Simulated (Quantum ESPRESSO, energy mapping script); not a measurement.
**MnS: energy mapping under PBE+U (4 eV), QE, GBRV**

How strongly do the moments of MnS couple under PBE+U (4 eV), QE, GBRV? The plan is to run several orders and fit a Heisenberg model.

Method: PBE with U = 4 eV on Mn d, ortho-atomic projectors; plane waves, U on orthogonalised atomic orbitals unless named otherwise, collinear spin, no spin–orbit coupling, in Quantum ESPRESSO 7.5.

Experimental background.

For MnS, rock salt (x = 0), “Single-Crystal and Powder Neutron Diffraction Study of FeXMn1-XS Solid Solutions” (2011, arxiv:1108.4537) gives, by neutron diffraction: ordering temperature (Neel temperature) 150 K.

This is a report of a sequence of runs, with most program output left out.

The database entry behind the starting cell differs from later determinations by our own check (an axis about 0.2 % short against later determinations), so it need not match the best structure at ambient conditions.

**1. Set-up**

The structure is cubic, space group Fm-3m (No. 225). Conventional cell: a = 5.209 Å, b = 5.209 Å, c = 5.209 Å, α = 90.00°, β = 90.00°, γ = 90.00°. Nearest to Mn lie 6 S at 2.60 Å. Nearest to S lie 6 Mn at 2.60 Å. Farther neighbours and most contacts between anions are not listed.

Coordinates:

```cif
data_structure
_symmetry_space_group_name_H-M 'P 1'
_symmetry_Int_Tables_number 1
_cell_length_a 3.6833
_cell_length_b 3.6833
_cell_length_c 3.6833
_cell_angle_alpha 60.000
_cell_angle_beta 60.000
_cell_angle_gamma 60.000
_cell_volume 35.33
loop_
_atom_site_label
_atom_site_type_symbol
_atom_site_fract_x
_atom_site_fract_y
_atom_site_fract_z
_atom_site_occupancy
Mn1 Mn 0.00000 0.00000 0.00000 1
S2 S 0.50000 0.50000 0.50000 1
```

The U corrects the self-interaction that lets semilocal functionals spread d and f electrons too far. Its value here is typed, not computed. These runs use Quantum ESPRESSO.

**2. Order 1: parallel, cell A of 4 atoms**

Each cell gets its own parallel run on the same mesh, so that most of the mesh error cancels in the differences.

The potential files are GBRV's for PBE; pw.x takes the functional from them.

pw.in

```
&control
  calculation = 'scf'
  prefix = 'pw'
  outdir = './tmp/'
  pseudo_dir = './pseudo/'
  verbosity = 'low'
/
&system
  ibrav = 0
  nat = 4
  ntyp = 2
  ecutwfc = 45
  ecutrho = 360
  nbnd = 38
  occupations = 'smearing'
  smearing = 'fd'
  degauss = 0.00367493
  nspin = 2
  starting_magnetization(1) = 0.3000
/
&electrons
  conv_thr = 1.0e-08
  electron_maxstep = 120
  mixing_beta = 0.3
  mixing_mode = 'plain'
/
ATOMIC_SPECIES
  Mn 54.9380 Mn.upf
  S 32.0600 S.upf
CELL_PARAMETERS angstrom
  0.00000000 -2.60450000 -2.60450000
  -2.60450000 0.00000000 -2.60450000
  2.60450000 2.60450000 -5.20900000
ATOMIC_POSITIONS crystal
  Mn 0.50000000 0.50000000 0.50000000
  Mn 0.00000000 0.00000000 0.00000000
  S 0.75000000 0.75000000 0.75000000
  S 0.25000000 0.25000000 0.25000000
K_POINTS automatic
  7 7 7 0 0 0
HUBBARD {ortho-atomic}
U Mn-3d 4
```

Launch:

```console
> OMP_NUM_THREADS=1 mpirun -n 8 pw.x -nk 8 -in pw.in > pw.out
```

The job ended after 24 s (8 MPI ranks of Intel Xeon Platinum 8375C at 2.90GHz (Ice Lake), shared host; peak memory 1.1 GiB).

Spin moment in the sphere by atom:

```csv
atom,spin moment in the sphere (μB)
Mn1,4.51
Mn2,4.51
S3,0.11
S4,0.11
```

The run ends ferromagnetic.

**3. Run 2 (compensated +−; cell A, 4 atoms)**

This order reverses 6 of the 12 neighbours at 3.68 Å, 6 of the 6 neighbours at 5.21 Å and 12 of the 24 neighbours at 6.38 Å, counted for an average magnetic atom.

Changes to pw.in since step 2:

```diff
@@ -10,6 +10,6 @@
   nat = 4
-  ntyp = 2
+  ntyp = 3
   ecutwfc = 45
   ecutrho = 360
-  nbnd = 38
+  nbnd = 33
   occupations = 'smearing'
@@ -19,2 +19,3 @@
   starting_magnetization(1) = 0.3000
+  starting_magnetization(2) = -0.3000
 /
@@ -27,3 +28,4 @@
 ATOMIC_SPECIES
-  Mn 54.9380 Mn.upf
+  Mn1 54.9380 Mn.upf
+  Mn2 54.9380 Mn.upf
   S 32.0600 S.upf
@@ -34,4 +36,4 @@
 ATOMIC_POSITIONS crystal
-  Mn 0.50000000 0.50000000 0.50000000
-  Mn 0.00000000 0.00000000 0.00000000
+  Mn1 0.50000000 0.50000000 0.50000000
+  Mn2 0.00000000 0.00000000 0.00000000
   S 0.75000000 0.75000000 0.75000000
@@ -41,2 +43,3 @@
 HUBBARD {ortho-atomic}
-U Mn-3d 4
+U Mn1-3d 4
+U Mn2-3d 4
```

The job ended after 36 s (8 MPI ranks; peak memory 1.1 GiB; 4.7 min of CPU time).

Spin moment in the sphere by atom:

```csv
atom,spin moment in the sphere (μB)
Mn1,4.43
Mn2,-4.43
S3,0.00
S4,0.00
```

The run ends antiferromagnetic, 56.85 meV a magnetic atom below the parallel order of its cell.

**4. Parallel start in cell B (4 atoms)**

A new cell needs its own zero of energy.

This run holds the same structure in another cell (c 6.380 → 5.209 Å, α 73.2 → 90.0°, β 73.2 → 90.0°, γ 60.0 → 90.0°).

pw.in

```
&control
  calculation = 'scf'
  prefix = 'pw'
  outdir = './tmp/'
  pseudo_dir = './pseudo/'
  verbosity = 'low'
/
&system
  ibrav = 0
  nat = 4
  ntyp = 2
  ecutwfc = 45
  ecutrho = 360
  nbnd = 38
  occupations = 'smearing'
  smearing = 'fd'
  degauss = 0.00367493
  nspin = 2
  starting_magnetization(1) = 0.3000
/
&electrons
  conv_thr = 1.0e-08
  electron_maxstep = 120
  mixing_beta = 0.3
  mixing_mode = 'plain'
/
ATOMIC_SPECIES
  Mn 54.9380 Mn.upf
  S 32.0600 S.upf
CELL_PARAMETERS angstrom
  0.00000000 -2.60450000 -2.60450000
  0.00000000 2.60450000 -2.60450000
  5.20900000 0.00000000 0.00000000
ATOMIC_POSITIONS crystal
  Mn 0.50000000 0.50000000 0.50000000
  Mn 0.00000000 0.00000000 0.00000000
  S 0.50000000 0.50000000 0.00000000
  S 0.00000000 0.00000000 0.50000000
K_POINTS automatic
  6 6 4 0 0 0
HUBBARD {ortho-atomic}
U Mn-3d 4
```

Wall time 21 s (8 MPI ranks); peak memory 0.99 GiB.

The run ends ferromagnetic. For each magnetic atom its energy differs from the parallel run of the first cell by 0.86 meV, an error that one common reference would have brought in.

**5. Order 4: compensated +−, cell B of 4 atoms**

This order reverses 8 of the 12 neighbours at 3.68 Å, 0 of the 6 neighbours at 5.21 Å and 16 of the 24 neighbours at 6.38 Å, counted for an average magnetic atom.

Changes to pw.in since step 4:

```diff
@@ -10,6 +10,6 @@
   nat = 4
-  ntyp = 2
+  ntyp = 3
   ecutwfc = 45
   ecutrho = 360
-  nbnd = 38
+  nbnd = 33
   occupations = 'smearing'
@@ -19,2 +19,3 @@
   starting_magnetization(1) = 0.3000
+  starting_magnetization(2) = -0.3000
 /
@@ -27,3 +28,4 @@
 ATOMIC_SPECIES
-  Mn 54.9380 Mn.upf
+  Mn1 54.9380 Mn.upf
+  Mn2 54.9380 Mn.upf
   S 32.0600 S.upf
@@ -34,4 +36,4 @@
 ATOMIC_POSITIONS crystal
-  Mn 0.50000000 0.50000000 0.50000000
-  Mn 0.00000000 0.00000000 0.00000000
+  Mn1 0.50000000 0.50000000 0.50000000
+  Mn2 0.00000000 0.00000000 0.00000000
   S 0.50000000 0.50000000 0.00000000
@@ -41,2 +43,3 @@
 HUBBARD {ortho-atomic}
-U Mn-3d 4
+U Mn1-3d 4
+U Mn2-3d 4
```

The job ended after 27 s (8 MPI ranks; peak memory 1 GiB).

The run ends antiferromagnetic, 21.44 meV a magnetic atom below the parallel order of its cell.

**6. Order 5: parallel, cell C of 6 atoms**

pw.in

```
&control
  calculation = 'scf'
  prefix = 'pw'
  outdir = './tmp/'
  pseudo_dir = './pseudo/'
  verbosity = 'low'
/
&system
  ibrav = 0
  nat = 6
  ntyp = 2
  ecutwfc = 45
  ecutrho = 360
  nbnd = 54
  occupations = 'smearing'
  smearing = 'fd'
  degauss = 0.00367493
  nspin = 2
  starting_magnetization(1) = 0.3000
/
&electrons
  conv_thr = 1.5e-08
  electron_maxstep = 120
  mixing_beta = 0.3
  mixing_mode = 'plain'
/
ATOMIC_SPECIES
  Mn 54.9380 Mn.upf
  S 32.0600 S.upf
CELL_PARAMETERS angstrom
  0.00000000 2.60450000 2.60450000
  -2.60450000 0.00000000 -2.60450000
  -5.20900000 -5.20900000 5.20900000
ATOMIC_POSITIONS crystal
  Mn 0.00000000 0.00000000 0.00000000
  Mn 0.33333333 0.66666667 0.66666667
  Mn 0.66666667 0.33333333 0.33333333
  S 0.66666667 0.33333333 0.83333333
  S 0.00000000 0.00000000 0.50000000
  S 0.33333333 0.66666667 0.16666667
K_POINTS automatic
  7 7 3 0 0 0
HUBBARD {ortho-atomic}
U Mn-3d 4
```

The job ended after 41 s (8 MPI ranks; peak memory 1.4 GiB).

The run ends ferromagnetic. For each magnetic atom its energy differs from the parallel run of the first cell by 0.01 meV, an error that one common reference would have brought in.

**7. Order 6: uncompensated ++−, cell C of 6 atoms**

This order reverses 4 of the 12 neighbours at 3.68 Å, 4 of the 6 neighbours at 5.21 Å and 12 of the 24 neighbours at 6.38 Å, counted for an average magnetic atom.

Changes to pw.in since step 6:

```diff
@@ -10,6 +10,6 @@
   nat = 6
-  ntyp = 2
+  ntyp = 3
   ecutwfc = 45
   ecutrho = 360
-  nbnd = 54
+  nbnd = 49
   occupations = 'smearing'
@@ -19,2 +19,3 @@
   starting_magnetization(1) = 0.3000
+  starting_magnetization(2) = -0.3000
 /
@@ -27,3 +28,4 @@
 ATOMIC_SPECIES
-  Mn 54.9380 Mn.upf
+  Mn1 54.9380 Mn.upf
+  Mn2 54.9380 Mn.upf
   S 32.0600 S.upf
@@ -34,5 +36,5 @@
 ATOMIC_POSITIONS crystal
-  Mn 0.00000000 0.00000000 0.00000000
-  Mn 0.33333333 0.66666667 0.66666667
-  Mn 0.66666667 0.33333333 0.33333333
+  Mn1 0.00000000 0.00000000 0.00000000
+  Mn1 0.33333333 0.66666667 0.66666667
+  Mn2 0.66666667 0.33333333 0.33333333
   S 0.66666667 0.33333333 0.83333333
@@ -43,2 +45,3 @@
 HUBBARD {ortho-atomic}
-U Mn-3d 4
+U Mn1-3d 4
+U Mn2-3d 4
```

Wall time 45 s (8 MPI ranks); peak memory 1.4 GiB; 5.9 min of CPU time.

The run ends ferrimagnetic, 44.20 meV a magnetic atom below the parallel order of its cell.

**8. Run 7 (parallel; cell D, 6 atoms)**

This run holds the same structure in another cell (b 3.683 → 5.209 Å, c 9.022 → 6.380 Å, α 90.0 → 114.1°, β 90.0 → 106.8°, γ 120.0 → 90.0°).

pw.in

```
&control
  calculation = 'scf'
  prefix = 'pw'
  outdir = './tmp/'
  pseudo_dir = './pseudo/'
  verbosity = 'low'
/
&system
  ibrav = 0
  nat = 6
  ntyp = 2
  ecutwfc = 45
  ecutrho = 360
  nbnd = 54
  occupations = 'smearing'
  smearing = 'fd'
  degauss = 0.00367493
  nspin = 2
  starting_magnetization(1) = 0.3000
/
&electrons
  conv_thr = 1.5e-08
  electron_maxstep = 120
  mixing_beta = 0.3
  mixing_mode = 'plain'
/
ATOMIC_SPECIES
  Mn 54.9380 Mn.upf
  S 32.0600 S.upf
CELL_PARAMETERS angstrom
  0.00000000 -2.60450000 -2.60450000
  -5.20900000 0.00000000 0.00000000
  2.60450000 5.20900000 -2.60450000
ATOMIC_POSITIONS crystal
  Mn 0.66666667 0.66666667 0.33333333
  Mn 0.33333333 0.33333333 0.66666667
  Mn 0.00000000 0.00000000 0.00000000
  S 0.66666667 0.16666667 0.33333333
  S 0.33333333 0.83333333 0.66666667
  S 0.00000000 0.50000000 0.00000000
K_POINTS automatic
  6 6 6 0 0 0
HUBBARD {ortho-atomic}
U Mn-3d 4
```

Run time: 73 s. Hardware: 8 MPI ranks; peak memory 1.6 GiB.

The run ends ferromagnetic. For each magnetic atom its energy differs from the parallel run of the first cell by 0.01 meV, an error that one common reference would have brought in.

**9. Order 8: uncompensated ++−, cell D of 6 atoms**

This order reverses 6.67 of the 12 neighbours at 3.68 Å, 2.67 of the 6 neighbours at 5.21 Å and 8 of the 24 neighbours at 6.38 Å, counted for an average magnetic atom.

Changes to pw.in since step 8:

```diff
@@ -10,6 +10,6 @@
   nat = 6
-  ntyp = 2
+  ntyp = 3
   ecutwfc = 45
   ecutrho = 360
-  nbnd = 54
+  nbnd = 49
   occupations = 'smearing'
@@ -19,2 +19,3 @@
   starting_magnetization(1) = 0.3000
+  starting_magnetization(2) = -0.3000
 /
@@ -27,3 +28,4 @@
 ATOMIC_SPECIES
-  Mn 54.9380 Mn.upf
+  Mn1 54.9380 Mn.upf
+  Mn2 54.9380 Mn.upf
   S 32.0600 S.upf
@@ -34,5 +36,5 @@
 ATOMIC_POSITIONS crystal
-  Mn 0.66666667 0.66666667 0.33333333
-  Mn 0.33333333 0.33333333 0.66666667
-  Mn 0.00000000 0.00000000 0.00000000
+  Mn1 0.66666667 0.66666667 0.33333333
+  Mn1 0.33333333 0.33333333 0.66666667
+  Mn2 0.00000000 0.00000000 0.00000000
   S 0.66666667 0.16666667 0.33333333
@@ -43,2 +45,3 @@
 HUBBARD {ortho-atomic}
-U Mn-3d 4
+U Mn1-3d 4
+U Mn2-3d 4
```

The job ended after 80 s (8 MPI ranks; peak memory 1.5 GiB).

The run ends ferrimagnetic, 39.76 meV a magnetic atom below the parallel order of its cell.

**10. Order 9: parallel, cell E of 6 atoms**

This run holds the same structure in another cell (b 5.209 → 3.683 Å, c 6.380 → 8.236 Å, α 114.1 → 102.9°, β 106.8 → 102.9°).

pw.in

```
&control
  calculation = 'scf'
  prefix = 'pw'
  outdir = './tmp/'
  pseudo_dir = './pseudo/'
  verbosity = 'low'
/
&system
  ibrav = 0
  nat = 6
  ntyp = 2
  ecutwfc = 45
  ecutrho = 360
  nbnd = 54
  occupations = 'smearing'
  smearing = 'fd'
  degauss = 0.00367493
  nspin = 2
  starting_magnetization(1) = 0.3000
/
&electrons
  conv_thr = 1.5e-08
  electron_maxstep = 120
  mixing_beta = 0.3
  mixing_mode = 'plain'
/
ATOMIC_SPECIES
  Mn 54.9380 Mn.upf
  S 32.0600 S.upf
CELL_PARAMETERS angstrom
  0.00000000 2.60450000 2.60450000
  0.00000000 2.60450000 -2.60450000
  -7.81350000 -2.60450000 0.00000000
ATOMIC_POSITIONS crystal
  Mn 0.00000000 0.00000000 0.00000000
  Mn 0.33333333 0.33333333 0.66666667
  Mn 0.66666667 0.66666667 0.33333333
  S 0.83333333 0.83333333 0.66666667
  S 0.16666667 0.16666667 0.33333333
  S 0.50000000 0.50000000 0.00000000
K_POINTS automatic
  6 6 6 0 0 0
HUBBARD {ortho-atomic}
U Mn-3d 4
```

Wall time 45 s (8 MPI ranks); peak memory 1.4 GiB.

The run ends ferromagnetic. For each magnetic atom its energy differs from the parallel run of the first cell by 0.69 meV, an error that one common reference would have brought in.

**11. Uncompensated ++− start in cell E (6 atoms)**

This order reverses 5.33 of the 12 neighbours at 3.68 Å, 1.33 of the 6 neighbours at 5.21 Å and 16 of the 24 neighbours at 6.38 Å, counted for an average magnetic atom.

Changes to pw.in since step 10:

```diff
@@ -10,6 +10,6 @@
   nat = 6
-  ntyp = 2
+  ntyp = 3
   ecutwfc = 45
   ecutrho = 360
-  nbnd = 54
+  nbnd = 49
   occupations = 'smearing'
@@ -19,2 +19,3 @@
   starting_magnetization(1) = 0.3000
+  starting_magnetization(2) = -0.3000
 /
@@ -27,3 +28,4 @@
 ATOMIC_SPECIES
-  Mn 54.9380 Mn.upf
+  Mn1 54.9380 Mn.upf
+  Mn2 54.9380 Mn.upf
   S 32.0600 S.upf
@@ -34,5 +36,5 @@
 ATOMIC_POSITIONS crystal
-  Mn 0.00000000 0.00000000 0.00000000
-  Mn 0.33333333 0.33333333 0.66666667
-  Mn 0.66666667 0.66666667 0.33333333
+  Mn1 0.00000000 0.00000000 0.00000000
+  Mn1 0.33333333 0.33333333 0.66666667
+  Mn2 0.66666667 0.66666667 0.33333333
   S 0.83333333 0.83333333 0.66666667
@@ -43,2 +45,3 @@
 HUBBARD {ortho-atomic}
-U Mn-3d 4
+U Mn1-3d 4
+U Mn2-3d 4
```

Elapsed: 52 s, on 8 MPI ranks; peak memory 1.4 GiB.

The run ends ferrimagnetic, 28.05 meV a magnetic atom below the parallel order of its cell.

**12. The fit**

Each energy difference is a sum of couplings weighted by the pairs that the order reverses. A few near shells are fitted to the differences by least squares. Energies are those extrapolated to zero occupation width, not the free energies F.

The orders side by side; each is measured from the parallel order in the same cell and on the same mesh:

```csv
order,atoms,energy (meV a magnetic atom),moments (μB),moments kept as typed,"opposed neighbours at 3.68, 5.21, 6.38 Å"
parallel in cell A,4,0.00,4.51,yes,"0, 0, 0"
compensated +− in cell A,4,-56.85,4.43,yes,"6, 6, 12"
parallel in cell B,4,0.00,4.51,yes,"0, 0, 0"
compensated +− in cell B,4,-21.44,4.48,yes,"8, 0, 16"
parallel in cell C,6,0.00,4.51,yes,"0, 0, 0"
uncompensated ++− in cell C,6,-44.20,4.42 to 4.46,yes,"4, 4, 12"
parallel in cell D,6,0.00,4.51,yes,"0, 0, 0"
uncompensated ++− in cell D,6,-39.76,4.43 to 4.47,yes,"6.67, 2.67, 8"
parallel in cell E,6,0.00,4.51,yes,"0, 0, 0"
uncompensated ++− in cell E,6,-28.05,4.46 to 4.48,yes,"5.33, 1.33, 16"
```

The Heisenberg fit (each pair counts twice, positive J is ferromagnetic):

```csv
pair,distance (Å),neighbours,J (meV)
Mn–Mn,3.68,12,-1.01
Mn–Mn,5.21,6,-3.49
Mn–Mn,6.38,24,-0.151
Mn–Mn,7.37,12,-0.400
```

Adding the shell at 8.24 Å gives -0.86, -3.4, -0.13, -0.43 and -0.12 meV and a mean-field temperature of 118 K, an exact solve that tests nothing.

In mean field these couplings order at 125 K, at q = (0.50, 0.50, 0.50) in fractions of the conventional cell's reciprocal vectors, and give a Curie–Weiss temperature of -320 K.

**13. Monte Carlo**

Mean field ignores fluctuations and overstates the ordering temperature, so the model is also sampled. The heat capacity peaks where order sets in.

Classical unit spins with these couplings on 8×8×4 copies of a cell that holds the lowest order (512 spins), heat-bath sweeps, cooled from random directions, 831 sweeps to settle and 2493 measured at each temperature, averaged over 8 runs.

```csv
T (K),order along the lowest pattern,net moment,heat capacity (k_B a spin)
15.0,0.43,0.01,1.03
25.6,0.39,0.01,1.08
41.6,0.39,0.01,1.19
52.2,0.36,0.01,1.30
62.9,0.31,0.01,1.53
73.5,0.26,0.02,1.88
78.9,0.22,0.02,1.80
89.5,0.16,0.02,1.17
100,0.12,0.02,0.66
111,0.10,0.02,0.49
127,0.08,0.02,0.35
137,0.08,0.02,0.29
```

The smoothed heat capacity peaks at 73.9 K. The order column follows one pattern alone; equivalent domains or another pattern share the rest.

**14. Outcome**

```json
{
 "lowest order tried": "compensated +− in cell A",
 "largest fitted value, Mn–Mn at 5.21 Å": "-3.49 meV",
 "ordering temperature, mean field": "125 K",
 "heat-capacity peak, Monte Carlo": "73.9 K"
}
```

Of the orders tried, MnS prefers the order “compensated +− in cell A” under PBE+U (4 eV), QE, GBRV, with 6 of 12 neighbours at 3.68 Å, 6 of 6 neighbours at 5.21 Å and 12 of 24 neighbours at 6.38 Å opposed, and the heat capacity of the fitted model peaks near 74 K (Monte Carlo, classical spins). The largest fitted coupling is the Mn–Mn pair at 5.21 Å, antiferromagnetic at -3.5 meV, across a ligand at about 180°. The straight metal–ligand–metal path outweighs the right-angled one, the pattern expected of superexchange through one ligand p orbital, which these runs do not test. The orders also reverse pairs at 8.24 Å, which are not fitted, so the fitted values hold their part too. With 5 differences for 4 couplings the fit misses by 1.4 meV at most, a small part of the spread. In the fitted orders moments change by up to 2.0 % against the parallel run of the same cell, so their size stays put. Monte Carlo puts the peak at 0.59 of the mean-field temperature, since mean field leaves out fluctuations. In tests on simple cubic and body-centred models such peaks lay 5 to 6 % under the bulk value. On cooling, the order along the one computed pattern stays at or under 0.47: the model settles in an equivalent domain, a degenerate mixture or another order. The Curie–Weiss temperature is 4.3 times the peak temperature in size, a mark of frustration. The parallel order holds 5 μB a magnetic atom, spin 2.5; the common factor (S+1)/S would raise the classical 73.9 K to 103 K, a correction that often overshoots. The classical value and the one scaled by (S+1)/S differ by a factor of 1.4, so closeness of either to the measured temperature is partly a matter of convention.

Calculation against experiment:

| quantity | measured | PBE+U (4 eV), QE, GBRV, Monte Carlo | PBE+U (4 eV), QE, GBRV, Monte Carlo × (S+1)/S |
| --- | --- | --- | --- |
| ordering temperature (spin model) (K) | 150 | 74 (-50.7 %) | 103 (-31.0 %) |

Measured values from arxiv:1108.4537 (2011).

How well it matches: For the ordering temperature, of the levels listed nearest comes PBE+U (4 eV), QE, GBRV, Monte Carlo × (S+1)/S (-31.0 %, a clear miss) and farthest PBE+U (4 eV), QE, GBRV, Monte Carlo (-50.7 %, a clear miss). A U picked for its result is no test. No cell relaxation is part of this session.

[Logs and program files are shortened in this print: banners, set-up blocks, solver, clock and traceback lines can be left out without a mark of their own.]

[Logs are printed without paths, hosts, clocks, repeated set-up lines and the standing remarks that a program may print on its own settings, such as how far it seeks lower states.]

[Hosts, paths, dates, database ids (printed as entryN), source tags and the programs' standing remarks are cut or masked in the printed files.]

[Where a cell is said to come from a database of computed structures, the database is the Materials Project.]
